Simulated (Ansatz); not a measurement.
**AlBiSe3 (model cell, started as cubic perovskite with Al in the octahedra): following an unstable mode**

Aim: this structure of AlBiSe3 (model cell, started as cubic perovskite with Al in the octahedra) is to be tested for unstable modes, and one is followed downhill.

Method: DFT PBEsol, scalar-relativistic, plane waves, PAW, in Ansatz 0.2.0.

This is a report of a sequence of runs, with most program output left out.

The structure was built from a prototype and need not be the compound's stable phase.

## 1. Set-up

The structure is cubic, space group Pm-3m (No. 221). The conventional cell has a = 4.853 Å, b = 4.853 Å, c = 4.853 Å, α = 90.00°, β = 90.00°, γ = 90.00°. Nearest to Bi lie 12 Se at 3.43 Å. Al has 6 Se at 2.43 Å nearest. Nearest to Se lie 2 Al at 2.43 Å and 4 Bi at 3.43 Å. Farther neighbours and most contacts between anions are not listed.

## 2. Response at finite wavevector

The cell comes from relaxations at this level that are not shown. Stability and thermal properties need the whole zone. Linear response on a 2×2×2 q mesh gives force constants as far as a supercell of that size would.

input.yaml reads:

```yaml
crystal:
  lattice:
    - [4.8529979444, 0.0, 0.0]
    - [0.0, 4.8529979444, 0.0]
    - [0.0, 0.0, 4.8529979444]
  atoms:
    - { symbol: Bi, position: [0.0, 0.0, 0.0] }
    - { symbol: Al, position: [0.5, 0.5, 0.5] }
    - { symbol: Se, position: [0.5, 0.5, 0.0] }
    - { symbol: Se, position: [0.5, 0.0, 0.5] }
    - { symbol: Se, position: [0.0, 0.5, 0.5] }
kpoints:
  mp_grid: { grid: [6, 6, 6] }
hamiltonian:
  xc: pbesol
scf:
  occupations: { method: methfessel_paxton, width: 0.15 }
output:
  eigenvalues: true
phonons:
  method: dfpt
  qmesh: [2, 2, 2]
  temperatures: { t_max: 1000, t_step: 50 }
  qpath:
    path:
      - [[0.0, 0.0, 0.0], [0.0, 0.5, 0.0], [0.5, 0.5, 0.0], [0.0, 0.0, 0.0], [0.5, 0.5, 0.5], [0.0, 0.5, 0.0]]
      - [[0.5, 0.5, 0.5], [0.5, 0.5, 0.0]]
    npoints: 10
```

The run is started by

```bash
$ ansatz run input.yaml --threads 8 --pin off --max-ram 14336MiB --backend cpu --events-out ev --progress --plain --runs-dir out
```

Run time: 1.7 min. Hardware: 8 threads of Intel Xeon 6975P-C (Granite Rapids), shared host; peak memory 1.4 GiB; 8.2 min of CPU time.

Numbers from this step:

| Item | Value |
| --- | --- |
| volume per atom | 22.86 Å³ |
| gap on the k-mesh | 0 eV |
| sum-rule residual before enforcement | 1.15e-4 eV/Å² |
| lowest frequency on the path | -156.9 cm⁻¹ |
| point group | m-3m |
| highest frequency on the path or at a solved wavevector | 341.0 cm⁻¹ |
| highest optical mode at the zone centre (no LO-TO term) | 339.9 cm⁻¹ |
| lowest optical zone-centre mode | -114.2 cm⁻¹ |
| lowest mode on the q mesh (acoustic modes at Γ apart) | -156.9 cm⁻¹ |

Frequencies (cm⁻¹) solved at each irreducible wavevector; negative means imaginary. Frequencies by wavevector, by row:

| q in reciprocal lattice units | star | mode 1 | mode 2 | mode 3 | mode 4 | mode 13 | mode 14 | mode 15 |
| --- | --- | --- | --- | --- | --- | --- | --- | --- |
| 0 0 0 | 1 | -114.2 | -114.2 | -114.2 | -110.2 | 339.9 | 339.9 | 339.9 |
| 0 0 -0.5 | 3 | -143.8 | -102 | -102 | -101.5 | 303.4 | 339 | 339 |
| 0 -0.5 -0.5 | 3 | -156.9 | -122.6 | -122.6 | -77.9 | 308.7 | 308.7 | 341 |
| -0.5 -0.5 -0.5 | 1 | -148 | -148 | -148 | -90.8 | 319.8 | 319.8 | 319.8 |

Interpolated from a 2×2×2 q mesh. The phonon branches at the labelled points (cm⁻¹):

| point | branch 1 | branch 2 | branch 3 | branch 4 | branch 12 | branch 13 | branch 14 | branch 15 |
| --- | --- | --- | --- | --- | --- | --- | --- | --- |
| Γ | -114 | -114 | -114 | -110 | 49 | 340 | 340 | 340 |
| halfway | -130 | -108 | -108 | -106 | 150 | 328 | 339 | 339 |
| X | -144 | -102 | -102 | -102 | 223 | 303 | 339 | 339 |
| halfway | -149 | -117 | -114 | -92 | 224 | 306 | 329 | 340 |
| M | -157 | -123 | -123 | -78 | 244 | 309 | 309 | 341 |
| halfway | -138 | -114 | -113 | -100 | 164 | 326 | 331 | 340 |
| Γ | -114 | -114 | -114 | -110 | 49 | 340 | 340 | 340 |
| halfway | -138 | -123 | -123 | -98 | 179 | 327 | 327 | 334 |
| R | -148 | -148 | -148 | -91 | 261 | 320 | 320 | 320 |
| halfway | -147 | -130 | -123 | -95 | 227 | 310 | 328 | 334 |
| X | -144 | -102 | -102 | -102 | 223 | 303 | 339 | 339 |
| jump to R | -148 | -148 | -148 | -91 | 261 | 320 | 320 | 320 |
| halfway | -152 | -134 | -134 | -92 | 246 | 314 | 314 | 333 |
| M | -157 | -123 | -123 | -78 | 244 | 309 | 309 | 341 |

Symmetry leaves 4 wavevectors to solve. The lowest mode among them, the acoustic zeros apart, lies at q = (0, -0.5, -0.5) and is imaginary, 156.9i cm⁻¹, so the energy falls along it.

## 3. The mode frozen in, largest atomic shift 0 Å

The mode followed lies at q = (-0.5, -0.5, -0.5) with frequency 148.0i cm⁻¹ and is 3-fold degenerate, one of the unstable modes though not the softest. At small amplitude the distorted cell has space group no. 140 by a symmetry search on the positions. The undistorted cell that holds it gives the zero of energy on the same k mesh.

System of this step: AlBiSe3 (model cell, started as cubic perovskite with Al in the octahedra). It takes space group Pm-3m (No. 221, cubic). Conventional cell: a = 4.853 Å, b = 4.853 Å, c = 4.853 Å, α = 90.00°, β = 90.00°, γ = 90.00°. Nearest to Bi lie 12 Se at 3.43 Å. Nearest to Al lie 6 Se at 2.43 Å. Nearest to Se lie 2 Al at 2.43 Å and 4 Bi at 3.43 Å. Farther neighbours and most contacts between anions are not listed.

input.yaml reads:

```yaml
crystal:
  lattice:
    - [4.8529979444, 4.8529979444, 0.0]
    - [4.8529979444, 0.0, 4.8529979444]
    - [4.8529979444, 0.0, -4.8529979444]
  atoms:
    - { symbol: Bi, position: [0.0, 0.0, 1.0] }
    - { symbol: Bi, position: [0.0, 0.5, 0.5] }
    - { symbol: Al, position: [0.5, 0.25, 0.75] }
    - { symbol: Al, position: [0.5, 0.75, 0.25] }
    - { symbol: Se, position: [0.5, 0.5, 0.5] }
    - { symbol: Se, position: [0.5, 0.0, 0.0] }
    - { symbol: Se, position: [0.0, 0.0, 0.5] }
    - { symbol: Se, position: [0.0, 0.5, 0.0] }
    - { symbol: Se, position: [0.5, 0.0, 0.5] }
    - { symbol: Se, position: [0.5, 0.5, 0.0] }
kpoints:
  mp_grid: { grid: [6, 6, 6] }
hamiltonian:
  xc: pbesol
scf:
  occupations: { method: methfessel_paxton, width: 0.15 }
output:
  forces: true
  stress: true
  eigenvalues: true
```

Run time: 2.2 s. Hardware: 8 threads; peak memory 1.2 GiB; 12 s of CPU time.

This step gave:

| Property | Result |
| --- | --- |
| pressure | -0.09391 GPa |
| energy from the undistorted cell | 0 meV/atom |

The run ends at a pressure of -0.09 GPa.

## 4. The mode frozen in, largest atomic shift 0.6 Å

The atoms are moved along the unstable eigenvector, the largest shift by 0.6 Å, with the cell fixed.

input.yaml, the sections that differ from step 3:

```yaml
crystal:
  lattice:
    - [4.8529979444, 4.8529979444, 0.0]
    - [4.8529979444, 0.0, 4.8529979444]
    - [4.8529979444, 0.0, -4.8529979444]
  atoms:
    - { symbol: Bi, position: [0.0, 0.0, 1.0] }
    - { symbol: Bi, position: [0.0, 0.5, 0.5] }
    - { symbol: Al, position: [0.5, 0.25, 0.75] }
    - { symbol: Al, position: [0.5, 0.75, 0.25] }
    - { symbol: Se, position: [0.5, 0.4381825413, 0.4381825413] }
    - { symbol: Se, position: [0.5, 0.0618174587, 0.0618174587] }
    - { symbol: Se, position: [0.0, 0.0, 0.5] }
    - { symbol: Se, position: [0.0, 0.5, 0.0] }
    - { symbol: Se, position: [0.5, -0.0618174587, 0.5618174587] }
    - { symbol: Se, position: [0.5, 0.5618174587, -0.0618174587] }
# kpoints, hamiltonian, scf, output: as in step 3
```

Elapsed: 3.9 s, on 8 threads; peak memory 1.4 GiB.

This step gave:

| Property | Result |
| --- | --- |
| pressure | 0.4655 GPa |
| energy from the undistorted cell | -188.2 meV/atom |

The energy, extrapolated to zero smearing, is -188.17 meV/atom against the undistorted cell.

The run ends at a pressure of 0.47 GPa, with forces up to 0.57 eV/Å.

## 5. Energy along the mode, all amplitudes (two of the runs are shown above)

An imaginary frequency means negative curvature, so the energy should fall and then rise again as anharmonic terms take over.

Numbers from this step:

```
depth at the lowest point sampled  : 188.2 meV/atom
largest atomic shift at that point : 0.6 Å
```

Energy from the parent against largest atomic shift:

| largest atomic shift (Å) | energy from the parent (meV/atom) |
| --- | --- |
| 0.000 | 0 |
| 0.040 | -1.83 |
| 0.080 | -6.86 |
| 0.140 | -19.2 |
| 0.220 | -44.2 |
| 0.320 | -84.0 |
| 0.450 | -139 |
| 0.600 | -188 |

Displacement at unit largest shift by atom:

| atom | x (Å) | y (Å) | z (Å) | size |
| --- | --- | --- | --- | --- |
| Bi1 | 0.00 | 0.00 | 0.00 | 0.00 |
| Bi2 | 0.00 | 0.00 | 0.00 | 0.00 |
| Al3 | 0.00 | 0.00 | 0.00 | 0.00 |
| Al4 | 0.00 | 0.00 | 0.00 | 0.00 |
| Se5 | -1.00 | 0.00 | 0.00 | 1.00 |
| Se6 | 1.00 | 0.00 | 0.00 | 1.00 |
| Se7 | 0.00 | 0.00 | 0.00 | 0.00 |
| Se8 | 0.00 | 0.00 | 0.00 | 0.00 |
| Se9 | 0.00 | 0.00 | -1.00 | 1.00 |
| Se10 | 0.00 | 0.00 | 1.00 | 1.00 |

The lowest of the steps tried is the last one, at 0.6 Å, 188 meV/atom below the parent; the bottom of the well need not coincide with a step.

## 6. Relaxing from the distorted cell

Starting from the lowest point found, all atoms and the cell are let go, so that strain and other modes of the same symmetry can join in.

Changes to input.yaml since step 4:

```diff
@@ -26 +26,6 @@
   eigenvalues: true
+relax:
+  adjacent_minimum: "off"
+  f_tol: 0.002
+  max_steps: 120
+  cell: { stress_tol: 0.03 }
```

Elapsed: 26 s, on 8 threads; peak memory 1.4 GiB; 2.4 min of CPU time.

Step by step:

| step | energy less that of the first step (eV) | largest force component (eV/Å) | pressure (GPa) | volume (Å³) |
| --- | --- | --- | --- | --- |
| 1 | 0.0000 | 0.5737 | 0.47 | 228.59 |
| 2 | -0.2388 | 0.3107 | 1.19 | 227.00 |
| 3 | -0.2950 | 0.0256 | -0.17 | 230.13 |
| 4 | -0.3079 | 0.0082 | 0.01 | 228.99 |
| 5 | -0.3085 | 0.0012 | -0.03 | 229.00 |
| 6 | -0.3086 | 0.0003 | 0.01 | 228.88 |
| 7* | -0.3088 | 0.0003 | 0.01 | 228.88 |

Relaxation steps marked * repeat the geometry before them on a plane-wave basis chosen anew for their cell, so energy and pressure can jump there.

The run keeps the 16 symmetry operations that it works with, so distortions that break them were not tested.

| conventional cell, symmetrised | before | after | change |
| --- | --- | --- | --- |
| a (Å) | 6.863 | 6.720 | -2.1 % |
| b (Å) | 6.863 | 6.720 | -2.1 % |
| c (Å) | 9.706 | 10.138 | +4.4 % |
| volume (Å³/atom) | 22.86 | 22.89 | +0.1 % |

The atoms that moved most (Å, as changes of fractional coordinates times the final cell):

| atom | dx | dy | dz | length |
| --- | --- | --- | --- | --- |
| Se10 | 0.000 | 0.000 | 0.156 | 0.156 |
| Se9 | 0.000 | 0.000 | -0.156 | 0.156 |
| Se5 | -0.156 | 0.000 | 0.000 | 0.156 |
| Se6 | 0.156 | 0.000 | 0.000 | 0.156 |

Numbers from this step:

```yaml
pressure: 0.005200 GPa
volume_per_atom: 22.89 Å³
```

The distorted start has space group I4/mcm; the relaxation ends in I4/mcm.

## 7. Modes of the new phase

A relaxed structure may still be a saddle point, so its zone-centre modes are computed. No field response is asked, since the mesh shows no gap.

input.yaml reads:

```yaml
crystal:
  lattice:
    - [4.7515790379, 5.0688383854, 0.0]
    - [4.7515790379, 0.0, 4.7515790379]
    - [4.7515790379, 0.0, -4.7515790379]
  atoms:
    - { symbol: Bi, position: [0.0, 0.0, 1.0] }
    - { symbol: Bi, position: [0.0, 0.5, 0.5] }
    - { symbol: Al, position: [0.5, 0.25, 0.75] }
    - { symbol: Al, position: [0.5, 0.75, 0.25] }
    - { symbol: Se, position: [0.5, 0.4218143652, 0.4218143652] }
    - { symbol: Se, position: [0.5, 0.0781856348, 0.0781856348] }
    - { symbol: Se, position: [0.0, 0.0, 0.5] }
    - { symbol: Se, position: [0.0, 0.5, 0.0] }
    - { symbol: Se, position: [0.5, -0.0781856348, 0.5781856348] }
    - { symbol: Se, position: [0.5, 0.5781856348, -0.0781856348] }
kpoints:
  mp_grid: { grid: [6, 6, 6] }
hamiltonian:
  xc: pbesol
scf:
  occupations: { method: methfessel_paxton, width: 0.15 }
output:
  eigenvalues: true
phonons:
  method: dfpt
```

It took 4.6 min on 8 threads; peak memory 6.3 GiB; 26 min of CPU time.

This step gave:

```
sum-rule residual before enforcement                    : 4.04e-5 eV/Å²
point group                                             : 4/mmm
highest optical mode at the zone centre (no LO-TO term) : 314.3 cm⁻¹
lowest optical zone-centre mode                         : -96.13 cm⁻¹
```

Patterns of degenerate modes are one choice out of their space. The modes at Γ (shares of kinetic energy by element, %) (negative means imaginary):

| mode | frequency (cm⁻¹) | symmetry | Bi % | Al % | Se % |
| --- | --- | --- | --- | --- | --- |
| 1 | -96.1 | Eg | 30 | 0 | 70 |
| 2 | -96.1 | Eg | 30 | 0 | 70 |
| 3 | -70.5 | Eu | 31 | 0 | 69 |
| 4 | -70.5 | Eu | 31 | 0 | 69 |
| 5 | 0.0 | acoustic | 44 | 6 | 50 |
| 6 | 0.0 | acoustic | 44 | 6 | 50 |
| 7 | 0.0 | acoustic | 44 | 6 | 50 |
| 8 | 23.0 | A2u | 55 | 8 | 37 |
| 9 | 50.0 | B2g | 99 | 0 | 1 |
| 10 | 60.4 | Eg | 69 | 0 | 31 |
| 11 | 60.4 | Eg | 69 | 0 | 31 |
| 12 | 76.2 | Eu | 23 | 16 | 60 |
| 13 | 76.2 | Eu | 23 | 16 | 60 |
| 14 | 108.5 | A2u | 1 | 36 | 64 |
| 15 | 118.1 | Eu | 2 | 16 | 82 |
| 16 | 118.1 | Eu | 2 | 16 | 82 |
| 17 | 120.5 | Eg | 2 | 0 | 98 |
| 18 | 120.5 | Eg | 2 | 0 | 98 |
| 19 | 128.1 | B1u | 0 | 0 | 100 |
| 20 | 134.6 | A1g | 0 | 0 | 100 |
| 21 | 152.4 | A2g | 0 | 0 | 100 |
| 22 | 154.0 | B1g | 0 | 0 | 100 |
| 23 | 165.5 | B2g | 1 | 0 | 99 |
| 24 | 218.0 | A2g | 0 | 0 | 100 |
| 25 | 239.3 | A2u | 0 | 51 | 49 |
| 26 | 277.8 | A1u | 0 | 100 | 0 |
| 27 | 301.9 | Eu | 0 | 68 | 32 |
| 28 | 301.9 | Eu | 0 | 68 | 32 |
| 29 | 314.3 | Eu | 0 | 93 | 7 |
| 30 | 314.3 | Eu | 0 | 93 | 7 |

Displacements in mode 1 (-96.1 cm⁻¹), the largest set to 1:
```
Bi1 -0.44  0.00 -0.01
Bi2  0.44  0.00  0.01
Al3  0.00  0.00  0.00
Al4  0.00  0.00  0.00
Se5  0.00  0.45  0.00
Se6  0.00 -0.45  0.00
Se7 -0.03  0.00 -1.00
Se8  0.03  0.00  1.00
Se9  0.00 -0.01  0.00
Se10 0.00  0.01  0.00
```

Displacements in mode 23 (165.5 cm⁻¹), the largest set to 1:
```
Bi1  0.00  0.11  0.00
Bi2  0.00 -0.11  0.00
Al3  0.00  0.00  0.00
Al4  0.00  0.00  0.00
Se5  1.00  0.00  0.00
Se6 -1.00  0.00  0.00
Se7  0.00  0.00  0.00
Se8  0.00  0.00  0.00
Se9  0.00  0.00 -1.00
Se10 0.00  0.00  1.00
```

Before it was imposed, the acoustic sum rule was missed by 4.0e-5 eV/Å². Small misses are needed for a sound result but don't prove that mesh and cutoff are converged. The lowest optical mode is imaginary, 96.1i cm⁻¹, so the energy falls along it.

## 8. What came out

```yaml
unstable_mode_of_the_parent: q = (-0.5, -0.5, -0.5), 148i cm⁻¹
depth_at_the_lowest_point_sampled: 188 meV/atom
largest_atomic_shift_at_that_point: 0.6 Å
space_group_reached_within_0p01_a: I4/mcm
energy_gained_over_the_parent_first_relaxation_on_the_mesh_of_the_frozen_mode: 219 meV/atom
volume_per_atom_phase_reached: 22.9 Å³
lowest_optical_zone_centre_mode_phase_reached: -96.1 cm⁻¹
highest_optical_mode_at_the_zone_centre_no_lo_to_term_phase_reached: 314 cm⁻¹
```

**Reading.** Along this mode the structure falls into I4/mcm, 219 meV/atom below the parent. At the parent's cell the well is 188.2 meV/atom deep on the steps tried, with its lowest point at a shift of 0.6 Å. That is the last step tried, so the steps alone don't bracket the bottom of the well. Relaxing atoms and cell changes the gain by +31.03 meV/atom against the lowest step (energies at zero smearing). The new phase still has an imaginary mode at the zone centre of its cell, so it is a saddle point on the way to a lower structure. Of the 5 patterns followed to their end from this parent, this one ends 74.1 meV/atom above the lowest, Imma. Each path keeps the symmetry of its pattern, so a lower phase may lie along a pattern not tried. With no gap, or one that is small against the smearing, the frequencies hang on the k mesh and the smearing, most of all near Kohn anomalies. A semilocal functional can close a gap that the real compound would have, so the metallic treatment may be an artefact of the level. Spin-orbit coupling is left out, which can matter for the heavy elements here. A phonon run warned that its eigensolver left some bands unconverged in a pass. The starting cell was built on a prototype and not taken from a measurement, so the phase need not exist.

[Logs are printed without paths, hosts, clocks, repeated set-up lines and the standing remarks that a program may print on its own settings, such as how far it seeks lower states.]

[Hosts, paths, dates, database ids (printed as entryN), source tags and the programs' standing remarks are cut or masked in the printed files.]
